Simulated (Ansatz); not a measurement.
# Electron scattering at the Σ11 (113) boundary in fcc Ir, starting shift (0.5, 0.5), part 2 of 3

Aim: the relaxed structure and the specific resistance of the Σ11 (113) boundary in fcc Ir, starting shift (0.5, 0.5).

Ansatz 0.2.0; Ansatz plane-wave DFT, PBE, PAW files; relaxation of a bicrystal slab with its lowest layers held; PAW set soft_1 (the session's first sound run).

So far. Step 2 (Relaxing the bicrystal): The largest force component on a free atom ends at 0.0057 eV/Å, under the tolerance of 0.03, after 11 steps.

## (3) Transmission across the boundary

Bulk layers of each grain are laid under and over the relaxed boundary, and a lead is named in the middle of each, away from the free faces. The mesh across the current, 24×24, is finer than the density's, because channels open and close sharply across the zone. Energies from -0.1 to 0.1 eV in steps of 0.05 eV are too few for the program's thermal sum, so it prints no conductance; for a metal the transmission near the Fermi level serves, at a fraction of the cost.

This step: Ansatz plane-wave DFT, PBE, PAW files; ballistic transport by layer matching (Landauer), zero bias; boundary relaxed in a short slab, bulk layers laid on; PAW set soft_1 (Ansatz 0.2.0).

System of this step: Σ11 (113) boundary in fcc Ir, starting shift (0.5, 0.5). The cell holds 37 atoms: 37 Ir. Its edges and angles: a = 2.715 Å, b = 4.702 Å, c = 49.937 Å, α = 90.0°, β = 90.0°, γ = 73.2°. It derives from Ir. Regions: lower grain, 15 atoms (15 Ir); boundary, 10 atoms (10 Ir); upper grain, 12 atoms (12 Ir). Vacuum lies along c.

File input.yaml:

```yaml
crystal:
  lattice:
    - [2.7148657757, 0.0, 0.0]
    - [1.3574328878, 4.5020955671, 0.0]
    - [0.0, 0.0, 49.9367909599]
  atoms:
    - { symbol: Ir, position: [5.4545454543, -10.9090909089, 0.0801012625] }
    - { symbol: Ir, position: [5.1818181816, -10.3636363634, 0.1032830215] }
    - { symbol: Ir, position: [4.9090909089, -9.818181818, 0.1264647806] }
    - { symbol: Ir, position: [4.6363636361, -9.2727272725, 0.1496465397] }
    - { symbol: Ir, position: [4.3636363634, -8.7272727271, 0.1728282987] }
    - { symbol: Ir, position: [4.0909090907, -8.1818181816, 0.1960100578] }
    - { symbol: Ir, position: [3.818181818, -7.6363636362, 0.2191918169] }
    - { symbol: Ir, position: [3.5454545453, -7.0909090908, 0.2423735759] }
    - { symbol: Ir, position: [3.2727272726, -6.5454545453, 0.265555335] }
    - { symbol: Ir, position: [2.9999999999, -5.9999999999, 0.288737094] }
    - { symbol: Ir, position: [2.7272727272, -5.4545454544, 0.3119188531] }
    - { symbol: Ir, position: [2.4545454544, -4.909090909, 0.3351006122] }
    - { symbol: Ir, position: [2.1818181817, -4.3636363635, 0.3582823712] }
    - { symbol: Ir, position: [1.909090909, -3.8181818181, 0.3814641303] }
    - { symbol: Ir, position: [1.6363636363, -3.2727272726, 0.4046458894] }
    - { symbol: Ir, position: [0.3636363636, 0.2727272728, 0.4278276484] }
    - { symbol: Ir, position: [0.0913685364, 0.8174010756, 0.4514714482] }
    - { symbol: Ir, position: [0.8199398379, 0.3603318406, 0.4742624988] }
    - { symbol: Ir, position: [0.5486839547, 0.9029811545, 0.4986711644] }
    - { symbol: Ir, position: [0.2757868764, 0.4489574912, 0.5203763155] }
    - { symbol: Ir, position: [0.0009960957, -0.0013762399, 0.5463300694] }
    - { symbol: Ir, position: [0.2760595408, 0.4489767796, 0.5726764368] }
    - { symbol: Ir, position: [0.5490141182, 0.9030141479, 0.5938599957] }
    - { symbol: Ir, position: [0.8208770198, 0.3592947325, 0.6186130986] }
    - { symbol: Ir, position: [1.0924312981, 0.8162311438, 0.6417176288] }
    - { symbol: Ir, position: [2.3651585708, -2.7292234016, 0.6648993878] }
    - { symbol: Ir, position: [2.6378858435, -3.2746779471, 0.6880811469] }
    - { symbol: Ir, position: [2.9106131163, -3.8201324925, 0.711262906] }
    - { symbol: Ir, position: [3.183340389, -4.365587038, 0.734444665] }
    - { symbol: Ir, position: [3.4560676617, -4.9110415834, 0.7576264241] }
    - { symbol: Ir, position: [3.7287949344, -5.4564961288, 0.7808081831] }
    - { symbol: Ir, position: [4.0015222071, -6.0019506743, 0.8039899422] }
    - { symbol: Ir, position: [4.2742494798, -6.5474052197, 0.8271717013] }
    - { symbol: Ir, position: [4.5469767525, -7.0928597652, 0.8503534603] }
    - { symbol: Ir, position: [4.8197040252, -7.6383143106, 0.8735352194] }
    - { symbol: Ir, position: [5.092431298, -8.1837688561, 0.8967169785] }
    - { symbol: Ir, position: [5.3651585707, -8.7292234015, 0.9198987375] }
kpoints:
  mp_grid: { grid: [10, 10, 1] }
hamiltonian:
  xc: pbe
  pseudopotentials: { kind: paw, azcp: { folder: soft_1 } }
scf:
  occupations: { method: fermi_dirac, width: 0.1 }
output:
  transmission:
    leads: [[8, 9], [29, 30]]
    kmesh: [24, 24]
    e_range: [-0.1, 0.1]
    de: 0.05
  write_potential: true
  write_density: true
  volumetric_format: npy
  elf: true
```

On the command line:

```bash
$ ansatz run input.yaml --threads 8 --pin off --max-ram 15360MiB --backend cpu --events-out ev --progress --plain --runs-dir out
```

Numbers of over 12 decimals in the logs are rounded to 6 here.

The log of the run:

```text
[...]
Crystal: 37 atoms, lattice volume = 610.357 Å³
Basis set: ecut = 420 eV, 12005 PW (Γ)
Bands: 378, of which v1, the nominal top of the filled ones, is band 315 counted from 1 (314 counted from 0)
Symmetry: 1 space group operations
[...]
k-points: 52 of 100 (time reversal used)
[...]
SCF iter  11: F=-441658.208608 eV  HF=-441658.208608 eV  |F-HF|=2.04e-8  |Δ(HF+E_count)|=   2.25e-7  Δρ=2.51e-6  dr2=5.20e-8  ethr=1.59e-11  ⟨swp⟩=11.2  Hψ=81548  notcnv=0
SCF 1 converged in 11 iterations: F = -441658.208608 eV  dr2 = 5.20e-8
[...]
transmission: 1972 of 19720 steps passed
transmission: 3944 of 19720 steps passed
[...]
transmission: 19720 of 19720 steps passed
WARN: The input density's exchange-correlation potential varies sharply where the density is thin. Do not read a vacuum level from v_tot or v_xc, or from such a field of the output density. On a cell that repeats whose density bears no net charge and no dipole along the vacuum's axis use v_es (v_loc + v_h of the components); under efield.dipole_correction with no amplitude use v_es + v_field, which holds any external [...]
SCF converged after 11 iterations
the last check of whether an eigenvalue changes by more than its tolerance under the output density was not made (no_room)
Free energy (F): -441658.208608 eV
[...]
Internal energy: -441656.985027 eV  (E = F + TS)
E sigma→0 (E₀):  -441657.596818 eV
Entropy (-TS):   -1.223580 eV (-33.070 meV/atom)
Fermi energy:    21.347360 eV
[...]
--- Band table (eV; the first three rows and the last of 52) ---
  k-point 0: bands = [... 311 lower, 20.4977, 20.5150, 20.5453, 20.6842, 20.7498, 20.7885, 21.0776, 21.1012, ... 59 higher]
  k-point 1: bands = [... 311 lower, 20.4585, 20.5308, 20.5767, 20.6934, 20.7423, 20.7993, 20.9228, 20.9883, ... 59 higher]
  k-point 2: bands = [... 311 lower, 20.6169, 20.6736, 20.7260, 20.7404, 20.7953, 20.8422, 20.9005, 20.9506, ... 59 higher]
  k-point 51: bands = [... 311 lower, 22.1093, 22.1258, 22.1399, 22.1671, 22.1836, 22.2208, 22.2412, 22.2582, ... 59 higher]
--- Transmission ---
  basis      : 107 plane waves across, 68 finite elements along
  points     : 290, standing for a mesh of 24 x 24
  energies   : 5 from -0.100000 to 0.100000 eV about the Fermi level, 0.050000 eV apart; the leads are filled to 0.000000 eV, and channels, transmission and decay are at 0.000000 eV
  crystal 0  : Ir2, at the sites [8, 9], period 2.3152 Å, over 18.52 Å; its Hamiltonian steps by up to 16.4 meV
    offset         : up to 0.0000 Å between an atom of the period and one for which it stands
    channels       : 3.322917e0 a spin
    conductance    : none, the energies end too early or step too widely for 300 K: set another output.transmission.e_range or a lower de, or, where they end at an eighth of basis.ecutwfc, a higher one
[...]
channels       : 3.315972e0 a spin
[...]
junction   : crystal 0 to crystal 1, 12.68 to 37.25 Å
    transmission   : 2.101352e0 a spin
[...]
```

Elapsed: 15 min, on 8 threads of Arm Neoverse V1, shared host; peak memory 12 GiB; 1.7 h of CPU time.

Reading the cycles: dr2 is the Hartree energy of the density residual (eV), the measure of convergence; HF is the Harris–Foulkes estimate of the energy, which meets the free energy F at convergence.

Numbers from this step:

* free energy: -441658.2086 eV
* energy at zero smearing: -441657.5968 eV
* Fermi energy: 21.35 eV
* cell area: 12.22 Å²
* transmission per spin nearest the Fermi level: 2.101
* open channels per spin nearest the Fermi level: 3.323
* open channels per spin, upper lead: 3.316
* step of the lead's potential: 16.4 meV
* step of the upper lead's potential: 18.4 meV

Per spin. Table of transmission, zone mean by energy, zero at the Fermi level:

```csv
energy (eV),"transmission, zone mean"
-0.1000,1.98
-0.0500,2.04
0.0000,2.10
0.0500,2.15
0.1000,2.19
```

Per spin. Open channels, zone mean against energy, zero at the Fermi level:

```csv
energy (eV),lead,upper lead
-0.1000,3.15,3.16
-0.0500,3.26,3.25
0.0000,3.32,3.32
0.0500,3.34,3.35
0.1000,3.34,3.34
```

Transmission over k1 and k2. At 0.0000 eV from the Fermi level.

Ten even steps from '0' (0.74) to '9' (4.16):
```
554535432779997635624435
554400324779986656534413
342401022778997566335202
002611333669978565333200
224600443677977553330100
322405655587544210000200
202435666574554311110200
044532566545544311110200
354543355244443111110200
554443331344432111110102
553453301333331111100203
651233011123432111033215
530200111113333310335435
520101111123444313334445
300201111134444255334545
000201111344554566523544
200201111345547566653420
300200001244578555650422
200103335577977634400642
000233356587996633311620
320253366579987722010424
531443565668997742300445
553442653679997723453545
654535643779997734653545
```
Columns: k1 (b1) from -0.5 to 0.458; rows upwards: k2 (b2) from -0.5 to 0.458.

Open channels over k1 and k2. At 0.0000 eV from the Fermi level.

Ten even steps from '0' (1.00) to '9' (6.00):
```
666946444889998646644646
666822446889996666644624
464822244889986666446424
224922444668868666446422
448922444666888664442422
444826666688644442222422
424846666684444422222402
266944666644444422224422
466644466444444222222422
666644444444444222222424
664664422444442222222424
662464222244644222246426
642422222224444422446646
642422222244444444444666
422422222244444466444666
222442222444444666644966
420422222444448666664842
422422224444688666662844
422424446688866644422984
222464466686886644422942
442464466668998844222846
642644666669998864422866
664644664689998844464966
666646644889998844664666
```
Columns: k1 (b1) from -0.5 to 0.458; rows upwards: k2 (b2) from -0.5 to 0.458.

Electrostatic potential energy in the ca plane at fractional y = 0.271, with atoms of Ir within 0.2 Å of it. With pseudopotentials it is smooth inside the atoms' cores, unlike the true potential.

Ten even steps from '0' (-45 eV) to '9' (27 eV), each cell a mean:
```
99730027999998888889999973002699889999999999
89730037999998888889999973003789888999999999
78863358998888999988889986335887545899999999
48887789987678999987678998778885101589999999
27999899975468999986457899889983000489999999
27998889986568999986557899888983000489999999
58876578987788999988778987667886213699999999
88852148999888899888889985214788667899999999
```
Columns run along c (16.0 Å, from fractional 0.68 to 1.00 of the cell; values clipped at the 3rd and 97th percentile), rows up along a (2.7 Å). Atoms in or near the plane, at fractional coordinates: Ir at (0.92, 0.37).

Valence density in the ca plane at fractional y = 0.271, with atoms of Ir within 0.2 Å of it. It is the smooth field of the valence electrons, not physical close to the nuclei.

Ten even steps from '0' (0.0 e/Å³) to '9' (9.4 e/Å³), each cell a mean:
```
00036730000000000000000003673100000000000000
00025630000000000000000002563000000000000000
00012310000000000000000001331000121000000000
20000000000100000000110000000002564100000000
40000000001110000001110000000003897200000000
30000000001110000001110000000002796200000000
10001100000000000000000000110001453100000000
00024420000000000000000001442000110000000000
```
Columns run along c (16.0 Å, from fractional 0.68 to 1.00 of the cell), rows up along a (2.7 Å). Atoms in or near the plane, at fractional coordinates: Ir at (0.92, 0.37).

ELF in the ca plane at fractional y = 0.271, with atoms of Ir within 0.2 Å of it. It is the smooth field of the valence electrons, not physical close to the nuclei.

Values, 5 rows by 16 columns, each cell a mean:
```
0.29 0.52 0.45 0.22 0.29 0.30 0.29 0.27 0.24 0.54 0.43 0.28 0.37 0.30 0.07 0.00
0.31 0.46 0.36 0.26 0.31 0.29 0.30 0.29 0.27 0.43 0.38 0.34 0.40 0.24 0.06 0.00
0.38 0.29 0.29 0.32 0.34 0.22 0.25 0.36 0.30 0.30 0.28 0.47 0.53 0.23 0.06 0.00
0.38 0.29 0.29 0.32 0.34 0.22 0.26 0.37 0.30 0.29 0.28 0.47 0.53 0.23 0.06 0.00
0.31 0.46 0.36 0.26 0.31 0.29 0.30 0.29 0.27 0.44 0.38 0.33 0.40 0.24 0.06 0.00
```
Columns run along c (16.0 Å, from fractional 0.68 to 1.00 of the cell), rows up along a (2.7 Å). Atoms in or near the plane, at fractional coordinates: Ir at (0.92, 0.37).

Over the solved energies the transmission per spin lies between 1.98 and 2.19, out of 3.28 channels of the lead on average (up to 3.34).

## (4) Specific resistance

This step: Ansatz plane-wave DFT, PBE, PAW files; ballistic transport by layer matching (Landauer), zero bias; specific resistance of the boundary; PAW set soft_1 (Ansatz 0.2.0).

This step gave:

```
area resistance                      : 0.2740 fΩ m²
T over the leads' mean channel count : 0.6367
```

Averaged over the energies near the Fermi level, 63.7 % of the channels pass, which makes 0.274 fΩ m².

By hand, with T and the leads' channels N averaged over the energies near the Fermi level: RA = A (h/2e²)(1/T − ½[1/N₁ + 1/N₂]) = 12.22×10⁻²⁰ m² × 12 906 Ω × (1/2.092 − ½[1/3.285 + 1/3.285]) = 0.274 fΩ m².

(Continued in part 3 of 3.)

[Logs are printed without paths, hosts, clocks, repeated set-up lines and the standing remarks that a program may print on its own settings, such as how far it seeks lower states.]

[Hosts, paths, dates, database ids (printed as entryN), source tags and the programs' standing remarks are cut or masked in the printed files.]
